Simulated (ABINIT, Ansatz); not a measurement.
# CaHClO (P6_3mc): bands and cutoff in G0W0 with ABINIT, part 2 of 2

Aim: raise bands and screening cutoff together for CaHClO (P6_3mc) and follow gap and time.

ABINIT 10.8.3; LDA and many-body steps on it, plane waves. Known limits of the many-body steps: not at the basis limit; coarse k mesh.

So far. Step 3 (Screening, 3×3×2 mesh, 71 bands, screening to 76.2 eV): Local fields lower ε∞ by 12 %. On a Γ-centred mesh this coarse the value itself is usually too large, while a short band sum pulls it down. Step 4 (71 bands, 76.2 eV): The gap on the mesh goes from 5.07 eV to 7.66 eV, a correction of +2.59 eV.

## (6) 178 bands, 141.5 eV

This step: G0W0 on LDA, plane waves, norm-conserving pseudopotentials.

run.abi reads:

```
acell 3*1.0 Angstrom
rprim 
  3.869837503795 0.000000000001 0.000000000000
  -1.934918751899 3.351377586804 0.000000000000
  0.000000000000 0.000000000000 9.809829070000
ntypat 4
znucl 20 1 17 8
natom 8
typat 1 1 2 2 3 3 4 4
xred 
  0.333333333333 0.666666666667 0.000072350000
  0.666666666667 0.333333333333 0.500072350000
  0.000000000000 0.000000000000 0.166937970000
  0.000000000000 0.000000000000 0.666937970000
  0.333333333333 0.666666666667 0.316666000000
  0.666666666667 0.333333333333 0.816666000000
  0.000000000000 0.000000000000 0.068122680000
  0.000000000000 0.000000000000 0.568122680000
pp_dirpath "pseudos"
pseudos "Ca.upf, H.upf, Cl.upf, O.upf"
ecut 36
ngkpt 3 3 2
nshiftk 1
shiftk 0 0 0
kptopt 1
chksymbreak 0
istwfk *1
occopt 1
irdwfk 1
optdriver 4
nband 178
gwcalctyp 0
ecutsigx 36
symsigma 1
nkptgw 1
kptgw 
  0.0000000000 0.0000000000 0.0000000000
bdgw 
  23 26
ecuteps 5.2
irdscr 1
ppmodel 1
indata_prefix "in"
outdata_prefix "out"
tmpdata_prefix "tmp"
```

Launch:

```bash
> OMP_NUM_THREADS=1 mpirun -n 4 abinit run.abi > log
```

Numbers of over 12 decimals in the logs are rounded to 6 here.

Log:

```text
.Version 10.8.3 of ABINIT. v10.8.2 released Aug 2026.

 Symmetries : space group P6_3 m c (#186); Bravais hP (primitive hexag.)
[... echo of the input left out ...]
== DATASET  1 ==================================================================
-   mpi_nproc: 4, omp_nthreads: 1 (-1 if OMP is not activated)

--- !DatasetInfo
iteration_state: {dtset: 1, }
dimensions: {natom: 8, nkpt: 6, mband: 178, nsppol: 1, nspinor: 1, nspden: 1, mpw: 8886, }
cutoff_energies: {ecut:  36.0, pawecutdg:  -1.0, }
electrons: {nelect:   4.80000000E+01, charge:   0.00000000E+00, occopt:   1.00000000E+00, tsmear:   1.00000000E-02, }

 SIGMA: Calculation of the GW corrections

 Based on a program developped by R.W. Godby, V. Olevano, G. Onida, and L. Reining.
 Incorporated in ABINIT by V. Olevano, G.-M. Rignanese, and M. Torrent.
.Using double precision arithmetic ; gwpc =  8

[... cell and pseudopotentials left out ...]
--------------------------------------------------------------------------------

 ==== K-mesh for the wavefunctions ====
 Number of points in the irreducible wedge :     6
[... list of points left out ...]
 Together with 12 symmetry operations and time-reversal symmetry
 yields    18 points in the full Brillouin Zone.

 ==== Q-mesh for screening function ====
 Number of points in the irreducible wedge :     6
[... list of points left out ...]
 Together with 12 symmetry operations and time-reversal symmetry
 yields    18 points in the full Brillouin Zone.

 vcoul_init : cutoff-mode = AUXILIARY_FUNCTION
 q-points for optical limit:   1
     1)      0.000010    0.000020    0.000030
 setmesh: FFT mesh size selected  =    36x   36x  108
          total number of points  =       139968

 Number of electrons calculated from density =   48.0000; Expected =   48.0000
[...]
number of k-points in IBZ                           6
 number of q-points in IBZ                           6
 number of symmetry operations                      12
 number of k-points in BZ                           18
 number of q-points in BZ                           18
 number of frequencies for dSigma/dE                 9
 frequency step for dSigma/dE [eV]                0.25
 number of omega for Sigma on real axis              0
 max omega for Sigma on real axis  [eV]           0.00
 zcut for avoiding poles [eV]                     0.10

 EPSILON^-1 parameters (SCR file):
 dimension of the eps^-1 matrix on file            499
 dimension of the eps^-1 matrix used               499
 number of plane-waves for wavefunctions          8847
 number of bands                                   178
 number of q-points in IBZ                           6
 number of frequencies                               2
 number of real frequencies                          1
 number of imag frequencies                          1

 matrix elements of self-energy operator (all in [eV])

 Perturbative Calculation

--- !SelfEnergy_ee
iteration_state: {dtset: 1, }
kpoint     : [   0.000,    0.000,    0.000, ]
spin       : 1
KS_gap     :    5.066
QP_gap     :    7.658
Delta_QP_KS:    2.592
data: !SigmaeeData |
     Band     E0 <VxcDFT>   SigX SigC(E0)      Z dSigC/dE  Sig(E)    E-E0       E
       23   0.926 -15.754 -20.089   2.807   0.809  -0.237 -16.990  -1.236  -0.310
       24   0.926 -15.754 -20.089   2.807   0.809  -0.237 -16.990  -1.236  -0.310
       25   5.992  -9.638  -4.893  -3.168   0.859  -0.164  -8.282   1.356   7.348
       26   6.916 -10.917  -5.289  -3.319   0.854  -0.172  -8.946   1.971   8.888

== END DATASET(S) ==============================================================
================================================================================

 -outvars: echo values of variables after computation  --------
           etotal      0.0000000000E+00
            nband         178
             nkpt           6
          spgroup         186
 [... the other variables as echoed above ...]

 Calculation completed.
```

It took 18 s on 4 MPI ranks of Arm Neoverse V1, shared host; peak memory 1.4 GiB.

Numbers from this step:

- G0W0 gap on the points computed: 7.658 eV
- starting gap on the mesh: 5.066 eV
- k of the valence top: 0, 0, 0
- k of the conduction bottom: 0, 0, 0
- Z at the valence top: 0.809
- Z at the conduction bottom: 0.859
- least direct G0W0 gap on the computed points: 7.658 eV

Against G0W0 in ABINIT (3×3×2 mesh, 71 bands, screening to 76.2 eV, Godby-Needs plasmon pole), the gap moves by +0.002 eV.

## (7) Screening, 3×3×2 mesh, 403 bands, screening to 217.7 eV

This step: RPA screening on LDA, plane waves, norm-conserving pseudopotentials.

run.abi, as its differences from that of step 6:

```diff
@@ -29,15 +29,8 @@
 irdwfk 1
-optdriver 4
-nband 178
-gwcalctyp 0
-ecutsigx 36
-symsigma 1
-nkptgw 1
-kptgw 
-  0.0000000000 0.0000000000 0.0000000000
-bdgw 
-  23 26
-ecuteps 5.2
-irdscr 1
-ppmodel 1
+optdriver 3
+nband 403
+ecuteps 8
+inclvkb 2
+awtr 1
+symchi 1
 indata_prefix "in"
```

Log:

```text
.Version 10.8.3 of ABINIT. v10.8.2 released Aug 2026.

 Symmetries : space group P6_3 m c (#186); Bravais hP (primitive hexag.)
[... echo of the input left out ...]
== DATASET  1 ==================================================================
-   mpi_nproc: 4, omp_nthreads: 1 (-1 if OMP is not activated)

--- !DatasetInfo
iteration_state: {dtset: 1, }
dimensions: {natom: 8, nkpt: 6, mband: 403, nsppol: 1, nspinor: 1, nspden: 1, mpw: 8886, }
cutoff_energies: {ecut:  36.0, pawecutdg:  -1.0, }
[...]
--------------------------------------------------------------------------------
[... chi0 elements left out ...]
 For q-point:  0.000010 0.000020 0.000030
  dielectric constant =   2.9533
  dielectric constant without local fields =   3.3756

  Average fulfillment of the sum rule on Im[epsilon] for q-point    1 :     80.51  [%]
[... wings left out ...]
  q-point number  2        q = ( 0.333333, 0.000000, 0.000000) [r.l.u.]
--------------------------------------------------------------------------------
[... chi0 elements left out ...]
  Average fulfillment of the sum rule on Im[epsilon] for q-point    2 :     80.74  [%]

 [... 4 further q-points ...]
```

It took 9.2 min on 4 MPI ranks; peak memory 4.2 GiB; 37 min of CPU time.

This step gave:

```yaml
eps_infinity_with_local_fields_on_this_mesh_along_the_program_s_q_direction: 2.953
the_same_without_local_fields: 3.376
plasma_frequency: 22.81 eV
plane_waves_in_the_screening_matrix: 935
```

## (8) 403 bands, 217.7 eV

This step: G0W0 on LDA, plane waves, norm-conserving pseudopotentials.

run.abi, as its differences from that of step 7:

```diff
@@ -29,8 +29,15 @@
 irdwfk 1
-optdriver 3
+optdriver 4
 nband 403
+gwcalctyp 0
+ecutsigx 36
+symsigma 1
+nkptgw 1
+kptgw 
+  0.0000000000 0.0000000000 0.0000000000
+bdgw 
+  23 26
 ecuteps 8
-inclvkb 2
-awtr 1
-symchi 1
+irdscr 1
+ppmodel 1
 indata_prefix "in"
```

Log:

```text
.Version 10.8.3 of ABINIT. v10.8.2 released Aug 2026.

 Symmetries : space group P6_3 m c (#186); Bravais hP (primitive hexag.)
[... echo of the input left out ...]
== DATASET  1 ==================================================================
-   mpi_nproc: 4, omp_nthreads: 1 (-1 if OMP is not activated)

--- !DatasetInfo
iteration_state: {dtset: 1, }
dimensions: {natom: 8, nkpt: 6, mband: 403, nsppol: 1, nspinor: 1, nspden: 1, mpw: 8886, }
cutoff_energies: {ecut:  36.0, pawecutdg:  -1.0, }
[...]
24   0.926 -15.754 -20.089   2.440   0.806  -0.241 -17.281  -1.527  -0.601
       25   5.992  -9.638  -4.893  -3.345   0.857  -0.166  -8.437   1.201   7.193
       26   6.916 -10.917  -5.289  -3.563   0.852  -0.174  -9.158   1.759   8.676

== END DATASET(S) ==============================================================
================================================================================

 -outvars: echo values of variables after computation  --------
           etotal      0.0000000000E+00
            nband         403
             nkpt           6
          spgroup         186
 [... the other variables as echoed above ...]

 Calculation completed.
```

The job ended after 1.7 min (4 MPI ranks; peak memory 4.7 GiB; 6.9 min of CPU time).

This step gave:

```
G0W0 gap on the points computed              : 7.794 eV
starting gap on the mesh                     : 5.066 eV
k of the valence top                         : 0, 0, 0
k of the conduction bottom                   : 0, 0, 0
least direct G0W0 gap on the computed points : 7.794 eV
```

Against G0W0 in ABINIT (3×3×2 mesh, 178 bands, screening to 141.5 eV, Godby-Needs plasmon pole), the gap moves by +0.136 eV.

## (9) The runs together

Times are wall times on 4 MPI ranks of Arm Neoverse V1, shared host, good to a factor of about two. A run's time includes the screening step that it read.

```
                run   mesh  bands  screening cutoff (eV)  DFT gap (eV)  gap on the mesh (eV)  direct (eV)  ε∞ used     time
  71 bands, 76.2 eV  3×3×2     71                   76.2         5.066                 7.656        7.656     2.94     34 s
178 bands, 141.5 eV  3×3×2    178                  141.5         5.066                 7.658        7.658     2.95  2.3 min
403 bands, 217.7 eV  3×3×2    403                  217.7         5.066                 7.794        7.794     2.95   11 min
```

## (10) Outcome

* 71 bands, 76.2 eV: 7.656 eV
* 178 bands, 141.5 eV: 7.658 eV
* 403 bands, 217.7 eV: 7.794 eV
* known limits: not at the basis limit; coarse k mesh

What this shows: From the first rung to the last the gap moves by +0.14 eV for 19 times the time. The steps are not yet shrinking, so no limit is drawn. In the first G0W0 run levels were corrected at 1 k point alone, so a gap called «on the mesh» is the least over those, and an edge elsewhere would be missed. The 3×3×2 mesh is coarse for this cell, which bears on the long-range parts of exchange and screening.

[Paths, hosts, dates, memory and timing lines, banners, echoed tables and standing remarks are left out of the program output.]

[Logs are printed without paths, hosts, clocks, repeated set-up lines and the standing remarks that a program may print on its own settings, such as how far it seeks lower states.]

[Runs of the session that timed out or met a known fault of the program may be left out.]

[No measured gap is set beside runs whose start may be inverted or whose files or cutoffs have a known fault.]

[Hosts, paths, dates, database ids (printed as entryN), source tags and the programs' standing remarks are cut or masked in the printed files.]

[G0W0 gaps are taken among the corrected bands and points alone; a level outside them can change the order at an edge.]

[Where Ansatz stands beside ABINIT at settings called matched, ABINIT's density can come from a denser mesh and the files from another edition; pairs whose starting gaps differed by over 0.03 eV were left out, so agreement reads better than it is.]
